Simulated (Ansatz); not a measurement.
# RaF2 (Fm-3m): the host for defect calculations

Aim: the runs on the perfect crystal RaF2 (Fm-3m) that a defect calculation needs first.

Method: plane-wave PAW DFT, PBEsol; single point of the host's primitive cell on a dense mesh, in the first sound run; inputs show where later runs differ, in Ansatz 0.2.0.

The database entry behind the starting cell is an old determination (1936), so it need not match the best structure at ambient conditions.

## (1) Set-up

It takes space group Fm-3m (No. 225, cubic). Conventional cell: a = 6.331 Å, b = 6.331 Å, c = 6.331 Å, α = 90.00°, β = 90.00°, γ = 90.00°. Nearest to Ra lie 8 F at 2.74 Å. Nearest to F lie 4 Ra at 2.74 Å. Farther neighbours and most contacts between anions are not listed.

## (2) Primitive cell on a dense mesh

A dense mesh gives the host's converged energy, against which the supercell's sampling is tested.

dense/input.yaml reads:

```yaml
crystal:
  lattice:
    - [0.0, 3.1652800067, 3.1652800067]
    - [3.1652800067, 0.0, 3.1652800067]
    - [3.1652800067, 3.1652800067, 0.0]
  atoms:
    - { symbol: Ra, position: [0.0, 0.0, 0.0] }
    - { symbol: F, position: [0.25, 0.25, 0.25] }
    - { symbol: F, position: [0.75, 0.75, 0.75] }
basis:
  ecutwfc: 420
  xc_grid: 2
hamiltonian:
  xc: pbesol
kpoints:
  mp_grid: { grid: [8, 8, 8] }
scf:
  occupations: { method: fermi_dirac, width: 0.01 }
  max_iter: 80
```

Launch:

```console
ansatz run input.yaml --threads 4 --pin off --max-ram 7536MiB --backend cpu --events-out ev --progress --plain --runs-dir out
```

Numbers of over 12 decimals in the logs are rounded to 6 here.

Output:

```text
Warning: basis.ecutwfc = 420 eV is below the records' recommended 540 eV, and the density's cutoff is lower with it unless basis.ecutrho_ratio is high enough to keep the records' density cutoff: compare with a run at a higher cutoff
Engine: ansatz 0.2.0, aarch64-unknown-linux-gnu
Pseudopotentials: kind: paw
Pseudopotential: Ra, paw, valence charge 20, recommended cutoff 540 eV (normal), Ra.paw.azcp
Pseudopotential: F, paw, valence charge 7, recommended cutoff 420 eV (normal), F.paw.azcp
Functional definition: PBEsol
  exchange = pbesol_x
  correlation = pbesol_c
Crystal: 3 atoms, lattice volume = 63.426 Å³
Basis set: ecut = 420 eV, 1243 PW (Γ), exchange–correlation on 72×72×72 points (8 copies of the dense FFT grid, shifted against one another)
Bands: 21, of which v1, the nominal top of the filled ones, is band 17 counted from 1 (16 counted from 0)
Symmetry: 48 space group operations
Space group: Fm-3m (ITA 225), of the structure as read, at distance tolerance 4.0e-5 Å
k-points: 29 of 512
Non-local potential: Ra, projectors of the file, l = 0: 3, l = 1: 3, l = 2: 3, l = 3: 3
Non-local potential: F, projectors of the file, l = 0: 2, l = 1: 2, l = 2: 1
PAW form: soft (Blöchl's): semilocal exchange-correlation on the pseudo side does not see the compensation charge
PAW frozen core: Ra, regenerated for the run's functional, and the local potential with it (the file was generated under x = pbe(κ = 0.804, μ = 0.219515), c = pbe(β = 0.066725))
PAW frozen core: F, regenerated for the run's functional, and the local potential with it (the file was generated under x = pbe(κ = 0.804, μ = 0.219515), c = pbe(β = 0.066725))
PAW one-centre angular grid: Ra, 590 points (default); XC on 64 Gauss nodes
PAW one-centre angular grid: F, 110 points (default); XC on 64 Gauss nodes
Initial density: superposition of atomic densities (chi_scale 0.1, normalization cell, long waves kept (reshape's long-wave potential 0.00 eV rms))
Initial wavefunctions: pseudopotential atomic-orbital guess
Functional: x = pbesol(κ = 0.804, μ = 0.123457), c = pbesol(β = 0.046)
SCF iter   1: F=—  HF=-16800.389420 eV  |F-HF|=—  |Δ(HF+E_count)|=         —  Δρ=2.34e-1  dr2=3.24e1  ethr=3.10e-3  ⟨swp⟩=9.9  Hψ=4090  notcnv=0
preconditioner: auto → none  [insulator: Δε(μ)=2.352 eV  Ē_g=12.891 eV  σ=0.010 eV  W_gap=1.00  n_scr=14 (ndim 8)  ℏωp=21.9 eV  f_vac=0.032  D(μ)=0.00/eV (n_scr^D=0)  ε∞_Penn≈3.9]
SCF iter   2: F=—  HF=-16796.856135 eV  |F-HF|=—  |Δ(HF+E_count)|=    3.53e0  Δρ=1.94e-1  dr2=1.53e1  ethr=3.10e-3  ⟨swp⟩=6.1  Hψ=2104  notcnv=0
SCF iter   3: F=—  HF=-16792.098987 eV  |F-HF|=—  |Δ(HF+E_count)|=    4.76e0  Δρ=3.04e-2  dr2=5.33e-1  ethr=3.10e-3  ⟨swp⟩=4.1  Hψ=1566  notcnv=0
SCF iter   4: F=—  HF=-16792.056495 eV  |F-HF|=—  |Δ(HF+E_count)|=   4.25e-2  Δρ=1.60e-2  dr2=1.14e-1  ethr=1.57e-3  ⟨swp⟩=2.6  Hψ=1298  notcnv=0
SCF iter   5: F=—  HF=-16792.033093 eV  |F-HF|=—  |Δ(HF+E_count)|=   2.34e-2  Δρ=1.29e-3  dr2=1.02e-3  ethr=3.35e-4  ⟨swp⟩=2.3  Hψ=1137  notcnv=0
SCF iter   6: F=—  HF=-16792.034228 eV  |F-HF|=—  |Δ(HF+E_count)|=   1.14e-3  Δρ=2.91e-4  dr2=4.22e-5  ethr=3.01e-6  ⟨swp⟩=3.7  Hψ=1207  notcnv=0
SCF iter   7: F=—  HF=-16792.034321 eV  |F-HF|=—  |Δ(HF+E_count)|=   9.29e-5  Δρ=7.25e-5  dr2=3.74e-6  ethr=1.24e-7  ⟨swp⟩=2.4  Hψ=985  notcnv=0
SCF iter   8: F=—  HF=-16792.034321 eV  |F-HF|=—  |Δ(HF+E_count)|=   2.47e-7  Δρ=2.78e-5  dr2=5.18e-7  ethr=1.10e-8  ⟨swp⟩=2.0  Hψ=797  notcnv=0
SCF iter   9: F=-16792.034321 eV  HF=-16792.034321 eV  |F-HF|=8.19e-9  |Δ(HF+E_count)|=   9.73e-8  Δρ=3.73e-6  dr2=1.02e-8  ethr=2.94e-10  ⟨swp⟩=3.0  Hψ=1236  notcnv=0
SCF 1 converged in 9 iterations: F = -16792.034321 eV  dr2 = 1.02e-8
  greatest PAW one-centre occupation: 0.994 electrons in one spin orbital (limit 2), on the Ra atom at site 0 (counted from 0), in its partial waves of l = 2
SCF converged after 9 iterations
Free energy (F): -16792.034321 eV
Harris-Foulkes:  -16792.034321 eV  (|F-HF|=8.19e-9)
Internal energy: -16792.034321 eV  (E = F + TS)
E sigma→0 (E₀):  -16792.034321 eV
Fermi energy:    7.876396 eV
--- Per-component energies (eV) ---
  E_band       = -591.861142
  E_kinetic    = 739.791844
  E_local      = -4064.985032  (includes V_loc(G=0)·N_el)
  E_nonlocal   = 636.020465
  E_hartree    = 1525.994282
  E_xc         = -753.300830
  E_vxc        = -401.203031  (∫ρ·V_xc dr)
  E_paw        = -11646.942291  (= ΣΔE_a)
  E_vpaw       = -553.542509  (= ΣTr[D̂ρ^β])
  E_aug_tail   = 0.071702  (compensation charges beyond the density's cutoff)
  E_ewald      = -3228.987561
  E_core_change = 0.303100  (= ΣΔE_core)
  E_smearing   = -0.000000  (= −TS)
  E_closure    = -0.000000  (closes the sum)
  Σ components = -16792.034321   (vs F -16792.034321, Δ=0.00e0)
```

Run time: 1 s. Hardware: 4 threads of Arm Neoverse V1, shared host; peak memory 0.38 GiB; 3.4 s of CPU time.

The column dr2 measures how far the density is from self-consistency, as an energy; F and HF (Harris–Foulkes) agree once it is small.

## (3) Self-consistent run

This step: plane-wave PAW DFT, PBEsol; single point of the defect-free supercell, a test of its k-points (Ansatz 0.2.0).

System of this step: RaF2 (Fm-3m). The cell holds 48 atoms: 16 Ra and 32 F. Its edges and angles: a = 10.965 Å, b = 10.965 Å, c = 10.965 Å, α = 109.5°, β = 109.5°, γ = 109.5°.

pristine.sampling/input.yaml reads:

```yaml
crystal:
  lattice:
    - [-6.3305600134, 6.3305600134, 6.3305600134]
    - [6.3305600134, -6.3305600134, 6.3305600134]
    - [6.3305600134, 6.3305600134, -6.3305600134]
  atoms:
    - { symbol: Ra, position: [0.0, 0.0, 0.0] }
    - { symbol: Ra, position: [0.0, 0.25, 0.75] }
    - { symbol: Ra, position: [0.0, 0.5, 0.5] }
    - { symbol: Ra, position: [0.0, 0.75, 0.25] }
    - { symbol: Ra, position: [0.25, 0.0, 0.75] }
    - { symbol: Ra, position: [0.25, 0.25, 0.5] }
    - { symbol: Ra, position: [0.25, 0.5, 0.25] }
    - { symbol: Ra, position: [0.25, 0.75, 0.0] }
    - { symbol: Ra, position: [0.5, 0.0, 0.5] }
    - { symbol: Ra, position: [0.5, 0.25, 0.25] }
    - { symbol: Ra, position: [0.5, 0.5, 0.0] }
    - { symbol: Ra, position: [0.5, 0.75, 0.75] }
    - { symbol: Ra, position: [0.75, 0.0, 0.25] }
    - { symbol: Ra, position: [0.75, 0.25, 0.0] }
    - { symbol: Ra, position: [0.75, 0.5, 0.75] }
    - { symbol: Ra, position: [0.75, 0.75, 0.5] }
    - { symbol: F, position: [0.0, 0.0, 0.75] }
    - { symbol: F, position: [0.0, 0.25, 0.5] }
    - { symbol: F, position: [0.0, 0.5, 0.25] }
    - { symbol: F, position: [0.0, 0.75, 0.0] }
    - { symbol: F, position: [0.25, 0.0, 0.5] }
    - { symbol: F, position: [0.25, 0.25, 0.25] }
    - { symbol: F, position: [0.25, 0.5, 0.0] }
    - { symbol: F, position: [0.25, 0.75, 0.75] }
    - { symbol: F, position: [0.5, 0.0, 0.25] }
    - { symbol: F, position: [0.5, 0.25, 0.0] }
    - { symbol: F, position: [0.5, 0.5, 0.75] }
    - { symbol: F, position: [0.5, 0.75, 0.5] }
    - { symbol: F, position: [0.75, 0.0, 0.0] }
    - { symbol: F, position: [0.75, 0.25, 0.75] }
    - { symbol: F, position: [0.75, 0.5, 0.5] }
    - { symbol: F, position: [0.75, 0.75, 0.25] }
    - { symbol: F, position: [0.0, 0.0, 0.25] }
    - { symbol: F, position: [0.0, 0.25, 0.0] }
    - { symbol: F, position: [0.0, 0.5, 0.75] }
    - { symbol: F, position: [0.0, 0.75, 0.5] }
    - { symbol: F, position: [0.25, 0.0, 0.0] }
    - { symbol: F, position: [0.25, 0.25, 0.75] }
    - { symbol: F, position: [0.25, 0.5, 0.5] }
    - { symbol: F, position: [0.25, 0.75, 0.25] }
    - { symbol: F, position: [0.5, 0.0, 0.75] }
    - { symbol: F, position: [0.5, 0.25, 0.5] }
    - { symbol: F, position: [0.5, 0.5, 0.25] }
    - { symbol: F, position: [0.5, 0.75, 0.0] }
    - { symbol: F, position: [0.75, 0.0, 0.5] }
    - { symbol: F, position: [0.75, 0.25, 0.25] }
    - { symbol: F, position: [0.75, 0.5, 0.0] }
    - { symbol: F, position: [0.75, 0.75, 0.75] }
basis:
  ecutwfc: 420
  xc_grid: 2
hamiltonian:
  xc: pbesol
kpoints:
  mp_grid: { grid: [1, 1, 1] }
scf:
  occupations: { method: fermi_dirac, width: 0.01 }
  max_iter: 80
```

Output:

```text
[...]
Crystal: 48 atoms, lattice volume = 1014.814 Å³
Basis set: ecut = 420 eV, 19861 PW (Γ), exchange–correlation on 180×180×180 points (8 copies of the dense FFT grid, shifted against one another)
Bands: 320, of which v1, the nominal top of the filled ones, is band 272 counted from 1 (271 counted from 0)
Symmetry: 768 space group operations
[...]
k-points: 1
[...]
SCF iter   1: F=—  HF=-268805.506340 eV  |F-HF|=—  |Δ(HF+E_count)|=         —  Δρ=2.33e-1  dr2=5.14e2  ethr=3.10e-3  ⟨swp⟩=7.0  Hψ=1298  notcnv=0  defer=32
[...]
SCF iter   3: F=—  HF=-268677.645229 eV  |F-HF|=—  |Δ(HF+E_count)|=    1.69e1  Δρ=2.74e-2  dr2=1.37e1  ethr=3.10e-3  ⟨swp⟩=3.0  Hψ=546  notcnv=0  defer=39
automatic band count: iteration 3 solves 315 bands in place of 320: the levels show a gap, and the empty bands left out lie too high to hold charge; the band table lists the bands solved (type scf.n_extra_bands for more)
SCF iter   4: F=—  HF=-268672.407565 eV  |F-HF|=—  |Δ(HF+E_count)|=    5.24e0  Δρ=1.11e-2  dr2=1.45e0  ethr=2.51e-3  ⟨swp⟩=3.0  Hψ=562  notcnv=0  defer=39
[...]
SCF iter  10: F=-268672.422501 eV  HF=-268672.422501 eV  |F-HF|=7.92e-9  |Δ(HF+E_count)|=   2.23e-7  Δρ=5.56e-7  dr2=1.75e-9  ethr=8.34e-11  ⟨swp⟩=1.0  Hψ=771  notcnv=0
SCF 1 converged in 10 iterations: F = -268672.422501 eV  dr2 = 1.75e-9
[...]
SCF converged after 10 iterations
Free energy (F): -268672.422501 eV
[...]
Internal energy: -268672.422501 eV  (E = F + TS)
E sigma→0 (E₀):  -268672.422501 eV
Fermi energy:    7.884274 eV
[...]
```

Wall time 12 s (4 threads); peak memory 2.1 GiB.

Numbers from this step:

```
energy over dense mesh : 0.002638 eV/atom
```

## (4) Defect free supercell relaxed from its symmetric sites

This cell, the one that will hold the defects, is built from the relaxed host. Symmetry fixes every atom, so this run gives the energy of the symmetric cell at the supercell's k-points, the reference for the test of stability.

This step: plane-wave PAW DFT, PBEsol; relaxation of the defect-free supercell from its symmetric sites (Ansatz 0.2.0).

pristine.symmetric/input.yaml, as its differences from pristine.sampling/input.yaml of step 3:

```diff
@@ -64 +64,12 @@
   max_iter: 80
+output:
+  forces: true
+relax:
+  f_tol: 0.01
+  max_steps: 60
+  escape_saddle: false
+checkpoint:
+  write: "../pristine.symmetric.run"
+  compress: false
+  write_wavefunctions: false
+  write_every: 100000
```

Output:

```text
[... repeated set-up lines and file paths are left out, and long positions are rounded to six places ...]
[...]
Crystal: 48 atoms, lattice volume = 1014.814 Å³
Basis set: ecut = 420 eV, 19861 PW (Γ), exchange–correlation on 180×180×180 points (8 copies of the dense FFT grid, shifted against one another)
Bands: 327, of which v1, the nominal top of the filled ones, is band 272 counted from 1 (271 counted from 0)
Symmetry: 768 space group operations
[...]
k-points: 1
[...]
SCF iter   1: F=—  HF=-268805.503668 eV  |F-HF|=—  |Δ(HF+E_count)|=         —  Δρ=2.33e-1  dr2=5.14e2  ethr=3.10e-3  ⟨swp⟩=7.0  Hψ=1327  notcnv=0  defer=38
[...]
SCF iter  10: F=-268672.422501 eV  HF=-268672.422501 eV  |F-HF|=8.73e-9  |Δ(HF+E_count)|=   2.47e-7  Δρ=4.23e-7  dr2=1.35e-9  ethr=1.84e-11  ⟨swp⟩=4.0  Hψ=1067  notcnv=0
SCF 1 converged in 10 iterations: F = -268672.422501 eV  dr2 = 1.35e-9
[...]
relax step   1: F+E_penalty+E_count = -268672.42250063 eV  Δ(F+E_penalty+E_count) = +0.000e0 eV  max|allowed force component| = 3.972e-25 eV/Å  Δτ_max = 0.0000 Å  (10 SCF iters, accepted)
SCF converged after 10 iterations
Free energy (F): -268672.422501 eV
[...]
Internal energy: -268672.422501 eV  (E = F + TS)
E sigma→0 (E₀):  -268672.422501 eV
Fermi energy:    7.884274 eV
[...]
--- Relaxed structure (1 steps of the walk, 1 accepted, 0 SCFs on fresh bases) ---
  F+E_penalty+E_count = -268672.42250063 eV   max|allowed force component| = 3.972e-25 eV/Å
  atoms:
    - { symbol: Ra, position: [0.0, 0.0, 0.0] }
    - { symbol: Ra, position: [0.0, 0.250000, 0.75] }
    - { symbol: Ra, position: [0.0, 0.5, 0.5] }
    - { symbol: Ra, position: [0.0, 0.75, 0.250000] }
    - { symbol: Ra, position: [0.250000, 0.0, 0.75] }
    - { symbol: Ra, position: [0.25, 0.25, 0.5] }
    - { symbol: Ra, position: [0.250000, 0.5, 0.25] }
    - { symbol: Ra, position: [0.250000, 0.75, 0.0] }
    - { symbol: Ra, position: [0.5, 0.0, 0.5] }
    - { symbol: Ra, position: [0.5, 0.250000, 0.25] }
    - { symbol: Ra, position: [0.5, 0.5, 0.0] }
    - { symbol: Ra, position: [0.5, 0.750000, 0.750000] }
    - { symbol: Ra, position: [0.75, 0.0, 0.250000] }
    - { symbol: Ra, position: [0.75, 0.250000, 0.0] }
    - { symbol: Ra, position: [0.750000, 0.5, 0.750000] }
    - { symbol: Ra, position: [0.750000, 0.750000, 0.5] }
    - { symbol: F, position: [0.0, 0.0, 0.75] }
    - { symbol: F, position: [0.0, 0.25, 0.5] }
    - { symbol: F, position: [0.0, 0.5, 0.25] }
    - { symbol: F, position: [0.0, 0.75, 0.0] }
    - { symbol: F, position: [0.25, 0.0, 0.5] }
    - { symbol: F, position: [0.25, 0.25, 0.25] }
    - { symbol: F, position: [0.25, 0.5, 0.0] }
    - { symbol: F, position: [0.250000, 0.75, 0.75] }
    - { symbol: F, position: [0.5, 0.0, 0.25] }
    - { symbol: F, position: [0.5, 0.25, 0.0] }
    - { symbol: F, position: [0.5, 0.5, 0.75] }
    - { symbol: F, position: [0.5, 0.75, 0.5] }
    - { symbol: F, position: [0.75, 0.0, 0.0] }
    - { symbol: F, position: [0.75, 0.250000, 0.75] }
    - { symbol: F, position: [0.75, 0.5, 0.5] }
    - { symbol: F, position: [0.75, 0.75, 0.25] }
    - { symbol: F, position: [0.0, 0.0, 0.25] }
    - { symbol: F, position: [0.0, 0.25, 0.0] }
    - { symbol: F, position: [0.0, 0.5, 0.75] }
    - { symbol: F, position: [0.0, 0.75, 0.5] }
    - { symbol: F, position: [0.25, 0.0, 0.0] }
    - { symbol: F, position: [0.250000, 0.250000, 0.75] }
    - { symbol: F, position: [0.25, 0.5, 0.5] }
    - { symbol: F, position: [0.250000, 0.75, 0.250000] }
    - { symbol: F, position: [0.5, 0.0, 0.75] }
    - { symbol: F, position: [0.5, 0.25, 0.5] }
    - { symbol: F, position: [0.5, 0.5, 0.25] }
    - { symbol: F, position: [0.5, 0.75, 0.0] }
    - { symbol: F, position: [0.75, 0.0, 0.5] }
    - { symbol: F, position: [0.75, 0.250000, 0.250000] }
    - { symbol: F, position: [0.75, 0.5, 0.0] }
    - { symbol: F, position: [0.75, 0.75, 0.75] }
```

It took 13 s on 4 threads; peak memory 2.1 GiB.

The forces vanish from the start, and no atom moves.

[end of part 1 of 2]

[Logs are printed without paths, hosts, clocks, repeated set-up lines and the standing remarks that a program may print on its own settings, such as how far it seeks lower states.]

[Hosts, paths, dates, database ids (printed as entryN), source tags and the programs' standing remarks are cut or masked in the printed files.]

[Runs of the host that timed out are not shown.]

[For some hosts the program warned that the k-mesh of the response run may be too coarse for force constants and the static dielectric constant; such warnings are not always shown.]
